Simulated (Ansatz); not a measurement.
# BaSrF4: complex band structure

A new crystal, BaSrF4: structure, gap and complex bands. It is built by putting F for I, Sr for Ca in the BaCaI4 structure of space group P2/m, with the volume rescaled by atomic radii. The parent structure comes from the Materials Project.

Program: Ansatz 0.2.0. Level of theory: r2SCAN DFT, plane waves, PAW files, in the first sound run; inputs show where later runs differ. Results are calculated unless marked as measured.

This is a report of a sequence of runs, with most program output left out.

The structure was built from a prototype and need not be the compound's stable phase.

## Step 1: The starting structure

It takes space group P2/m (No. 10, monoclinic). Conventional cell: a = 6.080 Å, b = 4.011 Å, c = 7.083 Å, α = 90.00°, β = 90.53°, γ = 90.00°. Nearest to Ba lie 6 F at 2.88 to 2.90 Å. Sr has 6 F at 2.65 to 2.67 Å nearest. Nearest to F lie 1 Sr at 2.65 Å and 2 Ba at 2.88 Å. F has 2 Sr at 2.67 Å and 1 Ba at 2.90 Å nearest. It derives from BaCaI4. F for I, Sr for Ca in the BaCaI4 structure of space group P2/m. Farther neighbours and most contacts between anions are not listed.

## Step 2: Relaxing the new crystal

The substituted atoms don't fit the parent's cell, so cell and atoms relax together. A small smearing keeps the run stable in case the gap closes on the way.

Input file input.yaml:

```yaml
crystal:
  lattice:
    - [6.0802436656, 0.0, 0.0]
    - [0.0, 4.0107898805, 0.0]
    - [-0.0654498644, 0.0, 7.0830170284]
  atoms:
    - { symbol: Ba, position: [0.0, 0.5, 0.5] }
    - { symbol: Sr, position: [0.0, 0.0, 0.0] }
    - { symbol: F, position: [0.252861, 0.0, 0.307026] }
    - { symbol: F, position: [0.236918, 0.5, 0.857288] }
    - { symbol: F, position: [0.763082, 0.5, 0.142712] }
    - { symbol: F, position: [0.747139, 0.0, 0.692974] }
kpoints:
  mp_grid: { grid: [4, 6, 4] }
scf:
  occupations: { method: gaussian, width: 0.03 }
hamiltonian:
  xc: r2scan
output:
  forces: true
  stress: true
relax:
  f_tol: 0.02
  max_steps: 60
  cell: {}
```

Run with:

```sh
$ ansatz run input.yaml --threads 2 --pin off --max-ram 4096MiB --backend cpu --events-out ev --progress --plain --runs-dir out
```

It took 67 s on 2 threads of AMD EPYC 9R45 (Zen 5), shared host; peak memory 0.94 GiB; 2.2 min of CPU time.

Relaxation path:

| step | energy less that of the first step (eV) | largest force component (eV/Å) | pressure (GPa) | volume (Å³) |
| --- | --- | --- | --- | --- |
| 1 | 0.0000 | 2.0494 | -7.31 | 172.73 |
| 2 | -1.6606 | 1.1749 | -4.23 | 162.34 |
| 3 | -2.2325 | 0.1011 | 1.37 | 152.13 |
| 4 | -2.3077 | 0.0982 | -0.02 | 158.22 |
| 5 | -2.3182 | 0.0137 | -0.10 | 159.44 |
| 6 | -2.3196 | 0.0041 | -0.07 | 158.64 |
| 7 | -2.3281 | 0.0824 | 0.07 | 151.13 |
| 8 | -2.3387 | 0.1339 | 0.21 | 142.93 |
| 9 | -2.3573 | 0.1400 | 0.15 | 134.75 |
| 10 | -2.3838 | 0.1211 | 0.23 | 125.72 |
| 11 | -2.4058 | 0.0495 | 0.08 | 116.85 |
| 12 | -2.3938 | 0.1183 | -0.70 | 120.14 |
| 13 | -2.4076 | 0.0724 | 0.31 | 115.46 |
| 14 | -2.4096 | 0.0146 | 0.06 | 116.05 |
| 15 | -2.4097 | 0.0014 | 0.01 | 116.04 |
| 16* | -2.3934 | 0.0025 | 0.00 | 116.04 |
| 17 | -2.3939 | 0.0019 | 0.01 | 115.37 |
| 18 | -2.3943 | 0.0007 | 0.00 | 114.73 |
| 19* | -2.3936 | 0.0008 | 0.01 | 114.73 |

Relaxation steps marked * repeat the geometry before them on a plane-wave basis chosen anew for their cell, so energy and pressure can jump there. Relaxation step 12 was tried and not accepted.

The run keeps the 4 symmetry operations that it works with, so distortions that break them were not tested.

| cell as run | before | after | change |
| --- | --- | --- | --- |
| a (Å) | 6.080 | 4.162 | -31.5 % |
| b (Å) | 4.011 | 3.889 | -3.0 % |
| c (Å) | 7.083 | 7.167 | +1.2 % |
| β (°) | 90.53 | 98.50 | +8.8 % |
| volume (Å³/atom) | 28.79 | 19.12 | -33.6 % |

The atoms that moved most (Å, as changes of fractional coordinates times the final cell):

| atom | dx | dy | dz | length |
| --- | --- | --- | --- | --- |
| F3 | 0.017 | 0.000 | 0.173 | 0.174 |
| F6 | -0.017 | 0.000 | -0.173 | 0.174 |
| F4 | -0.069 | 0.000 | 0.001 | 0.069 |
| F5 | 0.069 | 0.000 | -0.001 | 0.069 |

Final coordinates:

```xyz
6
Lattice="4.1471 0.0000 -0.3526 0.0000 3.8893 0.0000 -0.4554 0.0000 7.1520" Properties=species:S:1:pos:R:3 pbc="T T T"
Ba   -0.2277    1.9446    3.5760
Sr    0.0000    0.0000    0.0000
F     0.9263    0.0000    2.2794
F     0.5227    1.9446    6.0486
F     3.1690    1.9446    0.7508
F     2.7654    0.0000    4.5200
```

Numbers from this step:

```yaml
free_energy: -12770.8784 eV
fermi_energy: 5.678 eV
pressure: 0.01045 GPa
```

The largest force component on a free atom ends at 7.9e-4 eV/Å.

## Step 3: Band edges

The energy window and the wavevectors of the next steps follow from the band edges, so these are searched first, off the mesh as well.

Input file input.yaml:

```yaml
crystal:
  lattice:
    - [4.1470849737, 0.0, -0.3525975393]
    - [0.0, 3.8892581723, 0.0]
    - [-0.4553897305, 0.0, 7.1520412253]
  atoms:
    - { symbol: Ba, position: [0.0, 0.5, 0.5] }
    - { symbol: Sr, position: [0.0, 0.0, 0.0] }
    - { symbol: F, position: [0.2597686683, 0.0, 0.3315138601] }
    - { symbol: F, position: [0.2201025157, 0.5, 0.8565727731] }
    - { symbol: F, position: [0.7798974843, 0.5, 0.1434272269] }
    - { symbol: F, position: [0.7402313317, 0.0, 0.6684861399] }
kpoints:
  mp_grid: { grid: [4, 6, 4] }
  band_path: { path: [VBM, CBM], npoints: 30 }
scf:
  occupations: { method: fixed }
hamiltonian:
  xc: r2scan
output:
  eigenvalues: true
  write_potential: true
  write_density: true
  volumetric_format: npy
```

Run time: 13 s. Hardware: 2 threads; peak memory 0.67 GiB; 24 s of CPU time.

Numbers from this step:

```
Fermi energy        : 2.410 eV
gap on the k-mesh   : 6.535 eV
gap on path         : 6.533 eV, by band count; negative where bands overlap
direct gap on path  : 6.556 eV
edge places on path : 0, 0.6466 1/A along the path
```

The electronic bands at the labelled points (eV, zero at the Fermi level (highest filled level under fixed occupations); v1 is the highest filled band, c1 the lowest empty one):

| point | v4 | v3 | v2 | v1 | c1 | c2 |
| --- | --- | --- | --- | --- | --- | --- |
| VBM | -0.50 | -0.48 | -0.32 | 0.00 | 7.91 | 8.90 |
| halfway | -0.52 | -0.43 | -0.38 | -0.01 | 7.29 | 7.66 |
| CBM | -0.47 | -0.43 | -0.27 | -0.02 | 6.53 | 7.13 |

The searched edges give 6.53 eV, against 6.53 eV on the mesh.

## Step 4: Decaying states in the gap, plane (100), k-mesh 6×4×6

This step: r2SCAN DFT, plane waves, PAW files; complex bands by layer matching along the plane's normal (Ansatz 0.2.0).

The same crystal is laid in a cell whose first two vectors span the (100) plane (indices of the standard conventional cell, whose axes can be ordered otherwise than in the bulk input). At fixed energy and wavevector in the plane the solver finds all kz, real and complex. A few wavevectors are listed, (0, 0) and (0, -0.4479) in units of the plane's reciprocal vectors; the slowest state needn't be among them.

Input file input.yaml:

```yaml
crystal:
  lattice:
    - [3.889258172, 0.0, 0.0]
    - [0.0, 7.166524506, 0.0]
    - [0.0, -0.615407377, 4.116298406]
  atoms:
    - { symbol: Ba, position: [0.5, 0.5, 0.0] }
    - { symbol: Sr, position: [0.0, 0.0, 0.0] }
    - { symbol: F, position: [0.0, 0.3315138601, 0.2597686683] }
    - { symbol: F, position: [0.5, 0.8565727731, 0.2201025157] }
    - { symbol: F, position: [0.5, 0.1434272269, 0.7798974843] }
    - { symbol: F, position: [0.0, 0.6684861399, 0.7402313317] }
kpoints:
  mp_grid: { grid: [6, 4, 6] }
scf:
  occupations: { method: fixed }
hamiltonian:
  xc: r2scan
output:
  eigenvalues: true
  transmission:
    leads: [[0, 0]]
    kpoints: [[0.0, 0.0], [0.0, -0.4479]]
    e_range: [-1.0, 7.53]
    de: 0.21
```

The job ended after 21 s (2 threads; peak memory 1 GiB).

Numbers from this step:

```
free energy                                               : -12770.8783 eV
level to which the leads are filled                       : 3.267 eV from the Fermi level
decay constant at the filling level, zone centre          : 0.5365 Å⁻¹
decay constant at the filling level, slowest listed point : 0.5365 Å⁻¹
```

K parallel (0, 0); values up to 1.5 1/Å, a degenerate pair printed once or twice; energies at which all values exceed this have no row. The Im kz of the slowest decaying states by energy, zero at the highest filled level on the SCF mesh:

| energy (eV) | decay 1 (Å⁻¹) | decay 2 (Å⁻¹) | decay 3 (Å⁻¹) | decay 4 (Å⁻¹) |
| --- | --- | --- | --- | --- |
| -1.00 | 0.254 | 0.538 | 0.739 | 0.807 |
| -0.37 | 0.0406 | 0.237 | 0.358 | 0.589 |
| 0.05 | 0.192 | 0.508 | 0.574 | 0.715 |
| 0.26 | 0.344 | 0.612 | 0.717 | 0.786 |
| 0.89 | 0.506 | 0.784 | 0.899 | 0.914 |
| 1.31 | 0.548 | 0.808 | 0.910 | 0.971 |
| 1.94 | 0.570 | 0.777 | 0.941 | 1.01 |
| 2.57 | 0.562 | 0.736 | 0.948 | 0.962 |
| 3.20 | 0.537 | 0.692 | 0.917 | 0.941 |
| 3.83 | 0.497 | 0.643 | 0.878 | 0.914 |
| 4.46 | 0.446 | 0.586 | 0.838 | 0.865 |
| 5.09 | 0.380 | 0.519 | 0.793 | 0.806 |
| 5.51 | 0.325 | 0.467 | 0.759 | 0.762 |
| 6.14 | 0.206 | 0.371 | 0.682 | 0.699 |
| 6.77 | 0.229 | 0.579 | 0.623 | 0.766 |
| 7.40 | 0.423 | 0.517 | 0.708 | 0.739 |

K parallel (0, -0.4479); values up to 1.5 1/Å, a degenerate pair printed once or twice; energies at which all values exceed this have no row. Table of Im kz of the slowest decaying states by energy, zero at the highest filled level on the SCF mesh:

| energy (eV) | decay 1 (Å⁻¹) | decay 2 (Å⁻¹) | decay 3 (Å⁻¹) | decay 4 (Å⁻¹) |
| --- | --- | --- | --- | --- |
| -1.00 | 0.0151 | 0.0361 | 0.0805 | 0.294 |
| -0.58 | 0.0896 | 0.186 | 0.206 | 0.913 |
| -0.16 | 0.206 | 0.427 | 0.447 | 0.560 |
| 0.05 | 0.223 | 0.254 | 0.543 | 0.563 |
| 0.26 | 0.425 | 0.450 | 0.625 | 0.644 |
| 0.68 | 0.621 | 0.651 | 0.752 | 0.765 |
| 1.10 | 0.751 | 0.779 | 0.785 | 0.855 |
| 1.52 | 0.731 | 0.854 | 0.890 | 0.895 |
| 1.94 | 0.699 | 0.869 | 0.910 | 0.943 |
| 2.36 | 0.670 | 0.838 | 0.887 | 0.976 |
| 2.78 | 0.640 | 0.795 | 0.874 | 0.974 |
| 3.20 | 0.610 | 0.751 | 0.861 | 0.968 |
| 3.62 | 0.577 | 0.710 | 0.842 | 0.958 |
| 4.04 | 0.542 | 0.669 | 0.819 | 0.945 |
| 4.46 | 0.504 | 0.626 | 0.793 | 0.929 |
| 4.88 | 0.462 | 0.581 | 0.763 | 0.911 |
| 5.30 | 0.415 | 0.532 | 0.728 | 0.890 |
| 5.72 | 0.361 | 0.477 | 0.688 | 0.838 |
| 6.14 | 0.294 | 0.414 | 0.640 | 0.760 |
| 6.56 | 0.204 | 0.337 | 0.581 | 0.679 |
| 6.98 | 0.232 | 0.503 | 0.586 | 0.775 |
| 7.40 | 0.387 | 0.468 | 0.735 | 0.782 |

At the listed wavevectors the last open channel is at -0.16 eV and the next at +6.56 eV on the grid. At +3.20 eV, the grid energy nearest the filling level (the middle of the gap on the SCF mesh), the slowest state at the listed wavevectors decays with κ = 0.536 Å⁻¹, its amplitude falling by e over 1.9 Å. Through 1 nm of this crystal that state's transmission falls by exp(−2 × 0.536 Å⁻¹ × 10 Å) = 2.2e-5.

## Step 5: Decay over the two-dimensional zone

The listed points could miss the slowest state, so one energy near mid-gap is solved on a mesh of 8×4.

Edit input.yaml of step 4 so:

```diff
@@ -20,6 +20,2 @@
   eigenvalues: true
-  transmission:
-    leads: [[0, 0]]
-    kpoints: [[0.0, 0.0], [0.0, -0.4479]]
-    e_range: [-1.0, 7.53]
-    de: 0.21
+  transmission: { leads: [[0, 0]], kmesh: [8, 4], e_range: [3.27, 3.28], de: 0.05 }
```

Run time: 15 s. Hardware: 2 threads; peak memory 1.1 GiB.

This step gave:

```yaml
least_decay_constant_on_the_mesh: 0.5328 Å⁻¹
```

Slowest decay constant (1/Å; 0 where a channel is open) over k1 and k2. At 3.2700 eV from the Fermi level.

Ten even steps from '_' (0.533) to '@' (0.648):
```
%%%%@@**--**@@%%
##%%%%--__--%%%%
%%%%@@**--**@@%%
%%@@@@##**##@@@@
```
Columns: k1 (b1) from -0.5 to 0.375; rows upwards: k2 (b2) from -0.5 to 0.25.

The least value on the mesh is 0.533 Å⁻¹ at +3.27 eV. At that energy the listed points give about 0.533 Å⁻¹ by interpolation, so the mesh holds no clearly slower state.

## Step 6: Complex bands, plane (001), k-mesh 6×6×4

The same for the (001) plane, at (0, 0), (0.375, 0) and (0.5, 0), to see how the decay depends on direction.

Input file input.yaml:

```yaml
crystal:
  lattice:
    - [4.162047429, 0.0, 0.0]
    - [0.0, 3.889258172, 0.0]
    - [-1.059654442, 0.0, 7.087750416]
  atoms:
    - { symbol: Ba, position: [0.0, 0.5, 0.5] }
    - { symbol: Sr, position: [0.0, 0.0, 0.0] }
    - { symbol: F, position: [0.2597686683, 0.0, 0.3315138601] }
    - { symbol: F, position: [0.2201025157, 0.5, 0.8565727731] }
    - { symbol: F, position: [0.7798974843, 0.5, 0.1434272269] }
    - { symbol: F, position: [0.7402313317, 0.0, 0.6684861399] }
kpoints:
  mp_grid: { grid: [6, 6, 4] }
scf:
  occupations: { method: fixed }
hamiltonian:
  xc: r2scan
output:
  eigenvalues: true
  transmission:
    leads: [[0, 0]]
    kpoints: [[0.0, 0.0], [0.375, 0.0], [0.5, 0.0]]
    e_range: [-1.0, 7.53]
    de: 0.14
```

Run time: 18 s. Hardware: 2 threads; peak memory 0.79 GiB; 27 s of CPU time.

This step gave:

| Item | Value |
| --- | --- |
| decay constant at the filling level, zone centre | 0.5242 Å⁻¹ |
| decay constant at the filling level, slowest listed point | 0.5242 Å⁻¹ |

K parallel (0, 0); values up to 1.5 1/Å, a degenerate pair printed once or twice; energies at which all values exceed this have no row. Table of Im kz of the slowest decaying states by energy, zero at the highest filled level on the SCF mesh:

| energy (eV) | decay 1 (Å⁻¹) | decay 2 (Å⁻¹) | decay 3 (Å⁻¹) | decay 4 (Å⁻¹) |
| --- | --- | --- | --- | --- |
| -1.000 | 0.0411 | 0.868 | 1.14 | 1.37 |
| -0.440 | 0.110 | 0.162 | 0.804 | 0.852 |
| -0.020 | 0.0235 | 0.279 | 0.518 | 0.733 |
| 0.540 | 0.338 | 0.418 | 0.730 | 0.811 |
| 0.960 | 0.412 | 0.477 | 0.807 | 0.858 |
| 1.520 | 0.472 | 0.530 | 0.873 | 0.913 |
| 1.940 | 0.500 | 0.560 | 0.909 | 0.951 |
| 2.500 | 0.520 | 0.589 | 0.942 | 0.998 |
| 3.060 | 0.525 | 0.611 | 0.958 | 1.04 |
| 3.480 | 0.520 | 0.623 | 0.957 | 1.02 |
| 4.040 | 0.503 | 0.633 | 0.936 | 0.985 |
| 4.460 | 0.481 | 0.638 | 0.911 | 0.955 |
| 5.020 | 0.439 | 0.639 | 0.866 | 0.913 |
| 5.440 | 0.393 | 0.635 | 0.825 | 0.880 |
| 6.000 | 0.297 | 0.622 | 0.755 | 0.833 |
| 6.560 | 0.575 | 0.670 | 0.783 | 1.03 |
| 6.980 | 0.0929 | 0.384 | 0.626 | 0.746 |

K parallel (0.375, 0); values up to 1.5 1/Å, a degenerate pair printed once or twice; energies at which all values exceed this have no row. Im kz of the slowest decaying states against energy, zero at the highest filled level on the SCF mesh:

| energy (eV) | decay 1 (Å⁻¹) | decay 2 (Å⁻¹) | decay 3 (Å⁻¹) | decay 4 (Å⁻¹) |
| --- | --- | --- | --- | --- |
| -1.00 | 0.0677 | 0.0844 | 0.119 | 0.285 |
| -0.58 | 0.137 | 0.161 | 0.551 | 0.598 |
| -0.16 | 0.211 | 0.292 | 0.564 | 0.661 |
| -0.02 | 0.274 | 0.372 | 0.606 | 0.684 |
| 0.26 | 0.313 | 0.372 | 0.482 | 0.671 |
| 0.68 | 0.451 | 0.467 | 0.585 | 0.743 |
| 1.10 | 0.530 | 0.533 | 0.654 | 0.797 |
| 1.52 | 0.576 | 0.592 | 0.704 | 0.841 |
| 1.94 | 0.612 | 0.637 | 0.742 | 0.878 |
| 2.36 | 0.640 | 0.673 | 0.773 | 0.909 |
| 2.78 | 0.662 | 0.703 | 0.797 | 0.934 |
| 3.20 | 0.680 | 0.728 | 0.817 | 0.953 |
| 3.62 | 0.694 | 0.750 | 0.833 | 0.969 |
| 4.04 | 0.705 | 0.770 | 0.846 | 0.983 |
| 4.46 | 0.713 | 0.789 | 0.856 | 0.996 |
| 4.88 | 0.714 | 0.784 | 0.889 | 1.01 |
| 5.30 | 0.710 | 0.741 | 0.936 | 0.999 |
| 5.72 | 0.704 | 0.708 | 0.923 | 0.954 |
| 6.14 | 0.675 | 0.696 | 0.878 | 0.906 |
| 6.56 | 0.640 | 0.684 | 0.820 | 0.856 |
| 6.98 | 0.600 | 0.656 | 0.768 | 0.802 |
| 7.40 | 0.552 | 0.606 | 0.725 | 0.746 |

K parallel (0.5, 0); values up to 1.5 1/Å, a degenerate pair printed once or twice; energies at which all values exceed this have no row. Im kz of the slowest decaying states against energy, zero at the highest filled level on the SCF mesh:

| energy (eV) | decay 1 (Å⁻¹) | decay 2 (Å⁻¹) | decay 3 (Å⁻¹) | decay 4 (Å⁻¹) |
| --- | --- | --- | --- | --- |
| -1.000 | 0.130 | 0.487 | 0.498 | - |
| -0.440 | 0.0420 | 0.183 | 0.360 | 0.430 |
| -0.020 | 0.237 | 0.352 | 0.587 | 0.701 |
| 0.540 | 0.425 | 0.529 | 0.709 | 0.772 |
| 0.960 | 0.511 | 0.605 | 0.770 | 0.813 |
| 1.520 | 0.587 | 0.675 | 0.832 | 0.857 |
| 1.940 | 0.629 | 0.714 | 0.869 | 0.883 |
| 2.500 | 0.672 | 0.754 | 0.909 | 0.911 |
| 3.060 | 0.706 | 0.786 | 0.933 | 0.942 |
| 3.480 | 0.726 | 0.807 | 0.946 | 0.964 |
| 4.040 | 0.748 | 0.831 | 0.960 | 0.989 |
| 4.460 | 0.761 | 0.848 | 0.968 | 1.00 |
| 5.020 | 0.777 | 0.869 | 0.982 | 1.01 |
| 5.440 | 0.786 | 0.881 | 0.990 | 1.01 |
| 6.000 | 0.796 | 0.876 | 0.959 | 0.990 |
| 6.560 | 0.793 | 0.845 | 0.890 | 0.920 |
| 6.980 | 0.753 | 0.806 | 0.865 | 0.885 |

At the listed wavevectors the last open channel is at -0.02 eV and the next at +6.56 eV on the grid. At +3.20 eV, the grid energy nearest the filling level (the middle of the gap on the SCF mesh), the slowest state at the listed wavevectors decays with κ = 0.524 Å⁻¹, its amplitude falling by e over 1.9 Å; the first such run, plane (100), gave 0.536 Å⁻¹.

## Step 7: Band edges at another level, cutoff 1500 eV

This step: r2SCAN DFT, plane waves, JTH PAW files (Ansatz 0.2.0).

The edges again with JTH files, at the same atoms. Against that run the cutoff is 1500 eV against 500.

Input file input.yaml:

```yaml
crystal:
  lattice:
    - [4.1470849737, 0.0, -0.3525975393]
    - [0.0, 3.8892581723, 0.0]
    - [-0.4553897305, 0.0, 7.1520412253]
  atoms:
    - { symbol: Ba, position: [0.0, 0.5, 0.5] }
    - { symbol: Sr, position: [0.0, 0.0, 0.0] }
    - { symbol: F, position: [0.2597686683, 0.0, 0.3315138601] }
    - { symbol: F, position: [0.2201025157, 0.5, 0.8565727731] }
    - { symbol: F, position: [0.7798974843, 0.5, 0.1434272269] }
    - { symbol: F, position: [0.7402313317, 0.0, 0.6684861399] }
kpoints:
  mp_grid: { grid: [4, 6, 4] }
  band_path: { path: [VBM, CBM], npoints: 30 }
scf:
  occupations: { method: fixed }
hamiltonian:
  xc: r2scan
  pseudopotentials: { kind: paw, source: jth }
output:
  eigenvalues: true
```

Run time: 56 s. Hardware: 2 threads; peak memory 2 GiB; 1.9 min of CPU time.

This step gave:

```
free energy         : -12752.4591 eV
Fermi energy        : 2.493 eV
gap on the k-mesh   : 6.485 eV
gap on path         : 6.484 eV, by band count; negative where bands overlap
direct gap on path  : 6.506 eV
edge places on path : 0, 0.6593 1/A along the path
```

The electronic bands at the labelled points (eV, zero at the Fermi level (highest filled level under fixed occupations); v1 is the highest filled band, c1 the lowest empty one):

| point | v4 | v3 | v2 | v1 | c1 | c2 |
| --- | --- | --- | --- | --- | --- | --- |
| VBM | -0.50 | -0.49 | -0.33 | 0.00 | 7.84 | 8.89 |
| halfway | -0.52 | -0.43 | -0.38 | -0.01 | 7.28 | 7.61 |
| CBM | -0.47 | -0.43 | -0.28 | -0.02 | 6.49 | 7.06 |

The searched edges give 6.48 eV, as on the mesh.

## Step 8: Complex bands at another level

This step: r2SCAN DFT, plane waves, JTH PAW files; complex bands by layer matching along the plane's normal (Ansatz 0.2.0).

The complex bands at that level, over its own gap, at (0, 0) and (0, -0.4479).

Input file input.yaml:

```yaml
crystal:
  lattice:
    - [3.889258172, 0.0, 0.0]
    - [0.0, 7.166524506, 0.0]
    - [0.0, -0.615407377, 4.116298406]
  atoms:
    - { symbol: Ba, position: [0.5, 0.5, 0.0] }
    - { symbol: Sr, position: [0.0, 0.0, 0.0] }
    - { symbol: F, position: [0.0, 0.3315138601, 0.2597686683] }
    - { symbol: F, position: [0.5, 0.8565727731, 0.2201025157] }
    - { symbol: F, position: [0.5, 0.1434272269, 0.7798974843] }
    - { symbol: F, position: [0.0, 0.6684861399, 0.7402313317] }
kpoints:
  mp_grid: { grid: [6, 4, 6] }
scf:
  occupations: { method: fixed }
hamiltonian:
  xc: r2scan
  pseudopotentials: { kind: paw, source: jth }
output:
  eigenvalues: true
  transmission:
    leads: [[0, 0]]
    kpoints: [[0.0, 0.0], [0.0, -0.4479]]
    e_range: [-1.0, 7.48]
    de: 0.21
```

The job ended after 0.27 s (2 threads; peak memory 0.27 GiB).

The program refused the input before any cycle.

The program's message: “Error: memory limit exceeded: the `transmission` phase of `transmission` needs 7.45 GiB against the run's memory maximum of 4.00 GiB; largest carriers: transmission 6.39 GiB, source scf tables 0.75 Gi …”

[end of part 1 of 2]

[Logs are printed without paths, hosts, clocks, repeated set-up lines and the standing remarks that a program may print on its own settings, such as how far it seeks lower states.]

[Hosts, paths, dates, database ids (printed as entryN), source tags and the programs' standing remarks are cut or masked in the printed files.]
